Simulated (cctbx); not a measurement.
## A crystallographic session in cctbx: Li2ScBr4

Library: cctbx 2025.11. The data are simulated by the first script.

## 1. Simulate the data

run.py:

```python
from cctbx import adptbx, crystal, miller, sgtbx, xray
from cctbx.array_family import flex
from iotbx.shelx import hklf
from scitbx import matrix
import scitbx.random

cs = crystal.symmetry(unit_cell=(4.469, 4.469, 34.366, 90, 90, 120), space_group_symbol='Hall: -R 3 2"')  # R-3m
atoms = [  # label, site, U (iso, or U11 U22 U33 U12 U13 U23 in A^2), occupancy
    ("Br1", (0, 0, 0.87367), (0.0100, 0.0100, 0.0094, 0.0050, 0.0000, -0.0000), 1),
    ("Br2", (2/3, 1/3, 0.70357), (0.0090, 0.0090, 0.0069, 0.0045, 0.0000, 0.0000), 1),
    ("Sc1", (0, 0, 0), (0.0081, 0.0081, 0.0111, 0.0041, -0.0000, 0.0000), 1),
    ("Li1", (0, 0, 0.79477), (0.0141, 0.0141, 0.0131, 0.0071, 0.0000, 0.0000), 1),
]
xs = xray.structure(crystal_symmetry=cs)
for label, site, u, occ in atoms:
    u = adptbx.u_cif_as_u_star(cs.unit_cell(), u) if isinstance(u, tuple) else u
    xs.add_scatterer(xray.scatterer(label, site=site, u=u, occupancy=occ))
xs.set_inelastic_form_factors(0.56087, "sasaki")
xs.show_summary()
p1 = xs.expand_to_p1()
ms = miller.build_set(p1, anomalous_flag=True, d_min=0.6)
flex.set_random_seed(924462)
scitbx.random.set_random_seed(924462)
ms = ms.select(flex.random_double(ms.size()) < 0.95)
i = ms.structure_factors_from_scatterers(p1, algorithm="direct").f_calc().as_intensity_array().data()
i = i * 20000 / flex.max(i)
sig = flex.sqrt(i + flex.pow2(0.06 * i) + 4 ** 2)
noise = scitbx.random.variate(scitbx.random.normal_distribution())(i.size())
data = ms.array(data=i + sig * noise, sigmas=sig).set_observation_type_xray_intensity()
with open("data.hkl", "w") as f:
    data.export_as_shelx_hklf(f)
print("reflections written:", data.size(), " <I/sigma> = %.1f" % flex.mean(data.data() / data.sigmas()))
for h, a, b in list(data.sort("data"))[:12]:
    print("%4d%4d%4d %9.1f %7.1f" % (h + (a, b)))
```

```console
$ python run.py
```

```text
Number of scatterers: 4
At special positions: 4
Unit cell: (4.469, 4.469, 34.366, 90, 90, 120)
Space group: R -3 m :H (No. 166)
reflections written: 11015  <I/sigma> = 3.3
  -1   0   8   23081.9  1208.3
   1  -1   8   21827.4  1208.3
   1   0  -8   21489.9  1208.3
  -1   1  -8   20684.4  1208.3
   0   1   8   20414.1  1208.3
   1   1   0   19823.8  1117.7
   0  -1  -8   19314.9  1208.3
  -1   2   0   18294.8  1117.7
  -2   1   0   17905.1  1117.7
  -1  -1   0   17848.4  1117.7
   2  -1   0   17500.1  1117.7
  -1   1   4   15450.5   797.6
```

It took 0.45 s on 1 thread of Arm Neoverse N1 (shared host), peak memory 0.07 GiB.

## 2. Symmetry

run.py:

```python
from cctbx import crystal, sgtbx, statistics
from cctbx.array_family import flex
from iotbx.shelx import hklf

p1 = crystal.symmetry(unit_cell=(4.469, 4.469, 34.366, 90, 90, 120), space_group_symbol="P 1")
raw = hklf.reader(file_name="data.hkl").as_miller_arrays(crystal_symmetry=p1, anomalous=True)[0]
print(raw.size(), "reflections to d = %.3f A" % raw.d_min())
isig = raw.data() / raw.sigmas()
print("centring   violations  <I/sigma> of those")
best = "P"
for c in "ABCIRF":
    a = raw.customized_copy(space_group_info=sgtbx.space_group_info("Hall: %s 1" % c)).sys_absent_flags().data()
    m = flex.mean(isig.select(a))
    print("%5s %10d of %5d %8.1f" % (c, (isig.select(a) > 4).count(True), a.count(True), m))
    if (isig.select(a) > 4).count(True) < 0.01 * a.count(True):
        best = c
raw = raw.select(~raw.customized_copy(space_group_info=sgtbx.space_group_info("Hall: %s 1" % best)).sys_absent_flags().data())
isig = raw.data() / raw.sigmas()
rows = []
for s in sgtbx.space_group_symbol_iterator():
    g = sgtbx.space_group(s)
    if g.conventional_centring_type_symbol() != best or not g.is_compatible_unit_cell(p1.unit_cell(), 1e-3, 0.02):
        continue
    rows.append((s, g))
print("Laue class    unique    Rint  (classes that these axes allow; Friedel mates merged)")
rint = {}
for s, g in rows:
    laue = g.build_derived_patterson_group()
    key = laue.type().hall_symbol()
    if key not in rint:
        m = raw.customized_copy(space_group_info=laue.info(), anomalous_flag=False).merge_equivalents()
        rint[key] = m.r_int()
        print("%-14s %6d %7.3f" % (laue.type().lookup_symbol(), m.array().size(), m.r_int()))
floor = min(rint.values())
good = [(s, g) for s, g in rows if rint[g.build_derived_patterson_group().type().hall_symbol()] < 2 * floor + 0.03]
top = max(g.build_derived_patterson_group().order_z() for s, g in good)
print("space group    extra absences  I>4sigma  <I/sigma>")
for s, g in good:
    laue = g.build_derived_patterson_group()
    if laue.order_z() != top:
        continue
    a = raw.customized_copy(space_group_info=g.info()).sys_absent_flags().data()
    a &= ~raw.customized_copy(space_group_info=laue.info()).sys_absent_flags().data()
    bad = (isig.select(a) > 4).count(True)
    if bad <= 0.03 * a.count(True):
        print("%-16s %8d %10d %9s  %s" % (s.universal_hermann_mauguin(), a.count(True), bad, "%.1f" % flex.mean(isig.select(a)) if a.count(True) else "-", "centric" if g.is_centric() else "acentric"))
laue = max(good, key=lambda t: t[1].build_derived_patterson_group().order_z())[1].build_derived_patterson_group()
f = raw.customized_copy(space_group_info=laue.info(), anomalous_flag=False).merge_equivalents().array().eliminate_sys_absent().f_sq_as_f()
f.set_observation_type_xray_amplitude()
bins = max(3, min(8, f.size() // 12))
f.setup_binner(n_bins=bins)
w = statistics.wilson_plot(f, {e: n / laue.order_z() for e, n in {'Br': 12.0, 'Sc': 3.0, 'Li': 6.0}.items()}, e_statistics=True)
print("Wilson B = %.2f A^2   <|E^2-1|> = %.3f (0.968 centric, 0.736 acentric)   E^2>4: %.1f %%" % (w.wilson_b, w.mean_e_sq_minus_1, w.percent_e_sq_gt_2))
print("shell (A)         n   <I/sigma>")
m = raw.customized_copy(space_group_info=laue.info(), anomalous_flag=False).merge_equivalents().array().eliminate_sys_absent()
for b in m.setup_binner(n_bins=bins).range_used():
    sel = m.binner().selection(b)
    print("%5.2f - %4.2f %6d %8.1f" % (min(m.binner().bin_d_range(b)[0] if m.binner().bin_d_range(b)[0] > 0 else 99, 99), m.binner().bin_d_range(b)[1], sel.count(True), flex.mean((m.data() / m.sigmas()).select(sel))))
```

```console
$ python run.py
```

```text
11015 reflections to d = 0.600 A
centring   violations  <I/sigma> of those
    A       1455 of  5495      3.3
    B       1469 of  5508      3.3
    C       1460 of  5501      3.3
    I       1461 of  5511      3.2
    R          1 of  7356      0.0
    F       2192 of  8252      3.3
Laue class    unique    Rint  (classes that these axes allow; Friedel mates merged)
R -3 :H           658   0.049
R -3 m :H         428   0.050
space group    extra absences  I>4sigma  <I/sigma>
R 3 2 :H                0          0         -  acentric
R 3 m :H                0          0         -  acentric
R -3 m :H               0          0         -  centric
Wilson B = 0.78 A^2   <|E^2-1|> = 0.907 (0.968 centric, 0.736 acentric)   E^2>4: 2.9 %
shell (A)         n   <I/sigma>
11.46 - 1.20     69     27.2
 1.20 - 0.95     55     26.5
 0.95 - 0.83     54     27.4
 0.83 - 0.76     49     29.4
 0.76 - 0.70     50     23.5
 0.70 - 0.66     48     29.3
 0.66 - 0.63     52     26.1
 0.63 - 0.60     51     22.8
```

Time: 0.42 s.

## 3. Patterson map

run.py:

```python
from cctbx import crystal, maptbx
from iotbx.shelx import hklf

cs = crystal.symmetry(unit_cell=(4.469, 4.469, 34.366, 90, 90, 120), space_group_symbol='Hall: -R 3 2"')  # R-3m
raw = hklf.reader(file_name="data.hkl").as_miller_arrays(crystal_symmetry=cs, anomalous=True)[0]
merged = raw.eliminate_sys_absent().merge_equivalents()
fo2 = merged.array().set_observation_type_xray_intensity()
f = fo2.average_bijvoet_mates().f_sq_as_f()
pm = f.patterson_map(symmetry_flags=maptbx.use_space_group_symmetry, sharpening=False, resolution_factor=0.25)
peaks = pm.peak_search(parameters=maptbx.peak_search_parameters(min_distance_sym_equiv=0.4, max_clusters=14)).all()
top = peaks.heights()[0]
print("Patterson group", f.patterson_symmetry().space_group_info())
print("      u       v       w   height  length (A)")
for x, h in zip(peaks.sites(), peaks.heights()):
    y = [t - round(t) for t in x]
    print("%7.3f %7.3f %7.3f %8.1f %8.2f" % (x + (1000 * h / top, cs.unit_cell().length(y))))
```

```console
$ python run.py
```

```text
Patterson group R -3 m :H
      u       v       w   height  length (A)
  0.000   0.000   0.000   1000.0     0.00
  0.000   0.000   0.500    842.0    17.18
  0.000   0.000   0.249    653.4     8.54
  0.000   0.000   0.370    233.0    12.72
  0.000   0.000   0.126    225.0     4.34
  0.080   0.160   0.985     22.5     0.81
  0.100   0.200   0.008     20.6     0.83
  0.000   0.000   0.023     20.6     0.80
  0.062   0.123   0.020     20.5     0.83
  0.000   0.000   0.425     17.4    14.61
  0.000   0.000   0.167     16.8     5.73
  0.000   0.000   0.078     16.6     2.69
  0.000   0.000   0.331     16.4    11.37
  0.033   0.200   0.254     13.6     8.77
```

Time: 0.43 s.

## 4. Charge flipping

run.py:

```python
import itertools
from cctbx import crystal, maptbx
from cctbx.array_family import flex
from iotbx.shelx import hklf
from smtbx.ab_initio import charge_flipping as cf

cs = crystal.symmetry(unit_cell=(4.469, 4.469, 34.366, 90, 90, 120), space_group_symbol='Hall: -R 3 2"')  # R-3m
raw = hklf.reader(file_name="data.hkl").as_miller_arrays(crystal_symmetry=cs, anomalous=True)[0]
merged = raw.eliminate_sys_absent().merge_equivalents()
fo2 = merged.array().set_observation_type_xray_intensity()
f = fo2.average_bijvoet_mates().f_sq_as_f().resolution_filter(d_min=0.6)
p1 = f.expand_to_p1()
p1.setup_binner_counting_sorted(reflections_per_bin=max(40, p1.size() // 12))
work = p1.array(data=p1.data() / p1.amplitude_quasi_normalisations().data())
flex.set_random_seed(84051)
it = cf.weak_reflection_improved_iterator(delta=None, weak_reflection_fraction=0.1)
it.start(work, phases=flex.random_double(p1.size()) * 6.2832, f_000=0)
it.delta = 1.2 * it.rho_map.sigma()
print("cycle      R  skewness")
for n, st in enumerate(itertools.islice(it, 100)):
    if n % 8 == 0:
        print("%5d %6.3f %8.2f" % (n, st.r1_factor(), st.rho_map.skewness()))
rho = p1.phase_transfer(it.f_calc).fft_map().apply_volume_scaling()
polish = cf.low_density_elimination_iterator(constant_rho_c=rho.sigma())
polish.start(f_obs=p1, phases=it.f_calc, f_000=0)
for _ in range(8):
    next(polish)
print("origin shift          correlation  skewness")
maps = []
for fc, shift, cc in itertools.islice(cf.f_calc_symmetrisations(f, polish.f_calc, 0), 4):
    m = f.phase_transfer(fc).fft_map(symmetry_flags=maptbx.use_space_group_symmetry, resolution_factor=0.25).apply_sigma_scaling()
    maps.append((m.skewness(), cc, m))
    print("%6.3f %6.3f %6.3f %10.3f %9.2f" % (tuple(shift) + (cc, m.skewness())))
skew, cc, m = max((t for t in maps if t[1] > maps[0][1] - 0.04), key=lambda t: t[0])
print("taken: symmetry correlation %.3f, skewness %.2f" % (cc, skew))
peaks = m.peak_search(parameters=maptbx.peak_search_parameters(min_distance_sym_equiv=0.9, max_clusters=9)).all()
sps = cs.special_position_settings(min_distance_sym_equiv=0.5)
print("peak      x       y       z  mult  height/sigma")
for k, (x, h) in enumerate(zip(peaks.sites(), peaks.heights())):
    ss = sps.site_symmetry(x)
    print("Q%-3d %7.4f %7.4f %7.4f %4d %8.1f" % ((k + 1,) + tuple(t % 1 for t in ss.exact_site()) + (ss.multiplicity(), h)))
```

```console
$ python run.py
```

```text
cycle      R  skewness
    0  0.557     0.23
    8  0.518     1.84
   16  0.501     3.28
   24  0.460     5.70
   32  0.447     5.65
   40  0.437     5.87
   48  0.428     5.74
   56  0.438     5.83
   64  0.444     6.21
   72  0.431     5.71
   80  0.431     5.97
   88  0.441     6.01
   96  0.430     5.93
origin shift          correlation  skewness
 0.299  0.948  0.117      0.845      1.18
 0.299  0.948  0.367      0.845      1.24
-0.035  0.281  0.200      0.845      1.24
-0.003  0.200  0.079      0.827      1.54
taken: symmetry correlation 0.827, skewness 1.54
peak      x       y       z  mult  height/sigma
Q1    0.0000  0.0000  0.0207    6      9.3
Q2    0.0000  0.0000  0.2294    6      8.5
Q3    0.0000  0.0000  0.4800    6      8.4
Q4    0.0000  0.0000  0.2696    6      7.3
Q5    0.0000  0.0000  0.1500    6      4.2
Q6    0.0000  0.0000  0.3968    6      3.8
Q7    0.1123  0.2247  0.8200   18      3.8
Q8    0.1095  0.2190  0.5775   18      3.8
Q9    0.1112  0.2224  0.3160   18      3.4
```

Time: 0.77 s.

## 5. Charge flipping

run.py, as its changes from the last script of this kind:

```diff
@@ -13,3 +13,2 @@
-p1.setup_binner_counting_sorted(reflections_per_bin=max(40, p1.size() // 12))
-work = p1.array(data=p1.data() / p1.amplitude_quasi_normalisations().data())
-flex.set_random_seed(84051)
+work = p1
+flex.set_random_seed(84052)
@@ -20,2 +19,2 @@
-for n, st in enumerate(itertools.islice(it, 100)):
-    if n % 8 == 0:
+for n, st in enumerate(itertools.islice(it, 200)):
+    if n % 16 == 0:
```

```console
$ python run.py
```

```text
cycle      R  skewness
    0  0.537     0.47
   16  0.382     7.26
   32  0.211     7.73
   48  0.194     7.26
   64  0.169     7.13
   80  0.178     7.10
   96  0.180     7.08
  112  0.177     6.94
  128  0.176     6.92
  144  0.192     6.97
  160  0.171     6.94
  176  0.181     6.87
  192  0.192     6.96
origin shift          correlation  skewness
 0.075  0.161  0.394      0.807      1.21
 0.076  0.161  0.144      0.806      1.26
 0.304  0.639  0.383      0.808      1.93
 0.305  0.639  0.133      0.808      2.00
taken: symmetry correlation 0.808, skewness 2.00
peak      x       y       z  mult  height/sigma
Q1    0.0000  0.0000  0.0000    3     11.0
Q2    0.0000  0.0000  0.1636    6     10.7
Q3    0.0000  0.0000  0.2876    6      9.6
Q4    0.0000  0.0000  0.4685    6      8.5
Q5    0.0000  0.0000  0.5000    3      7.4
Q6    0.0000  0.0000  0.3404    6      7.3
Q7    0.0000  0.0000  0.2146    6      6.4
Q8    0.0000  0.0000  0.2444    6      5.9
Q9    0.0000  0.0000  0.0785    6      5.8
```

Time: 0.9 s.

## 6. Refinement (model from the peaks)

run.py:

```python
import math
from cctbx import adptbx, crystal, maptbx, sgtbx, xray
from cctbx.array_family import flex
from cctbx.xray import observations
from iotbx.shelx import hklf
from scitbx.lstbx import normal_eqns_solving
from smtbx import absolute_structure, utils
from smtbx.refinement import constraints, least_squares

cs = crystal.symmetry(unit_cell=(4.469, 4.469, 34.366, 90, 90, 120), space_group_symbol='Hall: -R 3 2"')  # R-3m
atoms = [  # label, site, U (iso, or U11 U22 U33 U12 U13 U23 in A^2), occupancy
    ("Sc1", (0, 0, 0), 0.0200, 1),
    ("Br1", (0, 0, 0.1636), 0.0200, 1),
    ("Br2", (0, 0, 0.2876), 0.0200, 1),
]
xs = xray.structure(crystal_symmetry=cs)
for label, site, u, occ in atoms:
    u = adptbx.u_cif_as_u_star(cs.unit_cell(), u) if isinstance(u, tuple) else u
    xs.add_scatterer(xray.scatterer(label, site=site, u=u, occupancy=occ))
xs.set_inelastic_form_factors(0.56087, "sasaki")
raw = hklf.reader(file_name="data.hkl").as_miller_arrays(crystal_symmetry=cs, anomalous=True)[0]
merged = raw.eliminate_sys_absent().merge_equivalents()
fo2 = merged.array().set_observation_type_xray_intensity()
print("Rint %.3f, %d unique reflections to %.2f A" % (merged.r_int(), fo2.size(), fo2.d_min()))
for sc in xs.scatterers():
    sc.flags.set_grad_site(True)
    sc.flags.set_grad_u_aniso(sc.flags.use_u_aniso())
    sc.flags.set_grad_u_iso(sc.flags.use_u_iso())
obs = fo2.as_xray_observations()
extra = {}
rep = constraints.reparametrisation(xs, [], utils.connectivity_table(xs), **extra)
ls = least_squares.crystallographic_ls(obs, rep, weighting_scheme=least_squares.mainstream_shelx_weighting(a=0, b=0))
print("cycle     R1     wR2    GooF  max shift (A)")
for cycle in range(6):
    ls.build_up()
    r1, wr2, goof = ls.r1_factor(cutoff_factor=2)[0], ls.wR2(), ls.goof()
    old = xs.sites_cart()
    normal_eqns_solving.levenberg_marquardt_iterations(ls, n_max_iterations=3, tau=0.0001, step_threshold=1e-7)
    big = flex.max((xs.sites_cart() - old).norms())
    print("%4d %7.4f %7.4f %7.3f %9.5f" % (cycle + 1, r1, wr2, goof, big))
    ls.build_up(objective_only=True)
    if abs(ls.wR2() - wr2) < 5e-5 and big < 5e-4:
        break
ls.build_up()
print("final R1 %.4f wR2 %.4f GooF %.3f  parameters %d  data/parameter %.1f" % (ls.r1_factor(cutoff_factor=2)[0], ls.wR2(), ls.goof(), ls.n_parameters, fo2.size() / ls.n_parameters))
cov = ls.covariance_matrix_and_annotations()
su = dict(zip(cov.annotations, (math.sqrt(max(v, 0)) for v in cov.matrix.matrix_packed_u_diagonal())))
a2 = cs.unit_cell().reciprocal_parameters()[0] ** -2
print("atom        x        y        z      Ueq    occ   su(xyz)  su(Uiso or U11)")
for sc in xs.scatterers():
    s = max(su.get(sc.label + k, 0) for k in (".x", ".y", ".z"))
    npd = "" if sc.is_positive_definite_u(cs.unit_cell()) else "  NPD"
    print("%-5s %8.5f %8.5f %8.5f %8.4f %6.3f %8.5f %7.4f%s" % ((sc.label,) + sc.site + (sc.u_iso_or_equiv(cs.unit_cell()), sc.occupancy, s, su.get(sc.label + ".uiso", su.get(sc.label + ".u11", 0) * a2), npd)))
fo = fo2.f_sq_as_f()
fc = fo.structure_factors_from_scatterers(xs, algorithm="direct").f_calc()
diff = fo.f_obs_minus_f_calc(1 / math.sqrt(ls.scale_factor()), fc).average_bijvoet_mates()
m = diff.fft_map(symmetry_flags=maptbx.use_space_group_symmetry, resolution_factor=0.25).apply_volume_scaling()
print("difference map: max %.2f min %.2f rms %.2f" % (m.statistics().max(), m.statistics().min(), m.statistics().sigma()))
peaks = m.peak_search(parameters=maptbx.peak_search_parameters(min_distance_sym_equiv=0.6, max_clusters=6)).all()
near = xs.closest_distances(peaks.sites(), distance_cutoff=4)
sps = cs.special_position_settings(min_distance_sym_equiv=0.5)
for k, (x, h) in enumerate(zip(peaks.sites(), peaks.heights())):
    ss = sps.site_symmetry(x)
    print("Q%-3d %7.4f %7.4f %7.4f %4d %7.2f  %.2f A from %s" % ((k + 1,) + tuple(t % 1 for t in ss.exact_site()) + (ss.multiplicity(), h, near.smallest_distances[k], xs.scatterers()[near.i_seqs[k]].label)))
```

```console
$ python run.py
```

```text
Rint 0.050, 428 unique reflections to 0.60 A
cycle     R1     wR2    GooF  max shift (A)
   1  0.9235  0.9912  30.675   0.30015
   2  0.8189  0.9477  29.329   0.07933
   3  0.8190  0.9449  29.241   0.03291
   4  0.8223  0.9454  29.255   0.02252
   5  0.8244  0.9462  29.282   0.00861
   6  0.8232  0.9457  29.266   0.00507
final R1 0.8228 wR2 0.9455 GooF 29.260  parameters 5  data/parameter 85.6
atom        x        y        z      Ueq    occ   su(xyz)  su(Uiso or U11)
Sc1    0.00000  0.00000  0.00000   0.0106  1.000  0.00000  0.0193
Br1    0.00000  0.00000  0.17555   0.0001  1.000  0.00110  0.0051
Br2    0.00000  0.00000  0.28609   0.0085  1.000  0.00150  0.0080
difference map: max 732.78 min -476.11 rms 45.56
Q1    0.0000  0.0000  0.1744    6  735.42  0.04 A from Br1
Q2    0.0000  0.0000  0.0782    6  583.60  2.69 A from Sc1
Q3    0.0000  0.0000  0.4197    6  580.62  2.91 A from Br2
Q4    0.0000  0.0000  0.3248    6  507.14  1.33 A from Br2
Q5    0.0000  0.0000  0.2869    6  490.26  0.03 A from Br2
Q6    0.0000  0.0000  0.2164    6  424.47  1.41 A from Br1
```

Run time: 0.73 s on 1 thread of Arm Neoverse N1, with other jobs on the host, peak memory 0.09 GiB.

Figures of merit this high mean that the model is still wrong or incomplete.

[Logs are printed without paths, hosts, clocks, repeated set-up lines and the standing remarks that a program may print on its own settings, such as how far it seeks lower states.]
